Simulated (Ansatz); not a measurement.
## Work function of Cu(100): what the settings cost and change: cost of one run

Ansatz 0.2.0; plane-wave DFT, PBE, Ansatz PAW. The cell holds 7 atoms.

Input file input.yaml:

```yaml
crystal:
  lattice:
    - [2.5526554801, 0.0, 0.0]
    - [0.0, 2.5526554801, 0.0]
    - [0.0, 0.0, 28.83]
  atoms:
    - { symbol: Cu, position: [0.0, 0.0, 0.3121748179] }
    - { symbol: Cu, position: [0.5, 0.5, 0.3747832119] }
    - { symbol: Cu, position: [0.0, 0.0, 0.437391606] }
    - { symbol: Cu, position: [0.5, 0.5, 0.5] }
    - { symbol: Cu, position: [0.0, 0.0, 0.562608394] }
    - { symbol: Cu, position: [0.5, 0.5, 0.6252167881] }
    - { symbol: Cu, position: [0.0, 0.0, 0.6878251821] }
kpoints:
  mp_grid: { grid: [16, 16, 1] }
hamiltonian:
  xc: pbe
scf:
  occupations: { method: methfessel_paxton, width: 0.2 }
  convergence: { dr2_threshold: 1.0e-09 }
efield:
  axis: 3
  dipole_correction: true
  ramp_position: 0.97
  ramp_width: 0.06
output:
  write_potential: true
  write_density: true
  volumetric_format: npy
```

Run with:

```
ansatz run input.yaml --threads 2 --pin off --max-ram 3072MiB --backend cpu --events-out ev --progress --plain --runs-dir out
```

For reference, a run of the same kind (7 atoms, 45 k-points, 80 bands and 1,171 plane waves; 13 SCF cycles) took 22 s and 0.54 GiB on the same hardware.

**Question.** How long does this run take on 2 threads of Intel Xeon 6975P-C (Granite Rapids), shared host, and how much memory does it need?

At two electrons a band, the 133 electrons need 67 bands, and 13 more are carried. The run has 45 k-points, 80 bands and 3,701 plane waves. Taking the work of a cycle as k-points × spins × bands × plane waves, that is 3.2 times the reference, or 70 s at the reference's 13 cycles. The run needed 12 SCF cycles, which makes it about 64 s. One copy of the wavefunctions takes 0.2 GiB at 16 bytes a coefficient, against 0.063 GiB in the reference; grids, projectors and work arrays come on top. Measured: about 57 s, with a peak of 0.95 GiB. The estimate holds within 25 %.

[Logs are printed without paths, hosts, clocks, repeated set-up lines and the standing remarks that a program may print on its own settings, such as how far it seeks lower states.]

[Hosts, paths, dates, database ids (printed as entryN), source tags and the programs' standing remarks are cut or masked in the printed files.]

[Maps of the electrostatic potential energy from Ansatz leave out the sawtooth potential of an applied field or a dipole correction, so their vacuum need not be flat; planar profiles and work functions include it.]
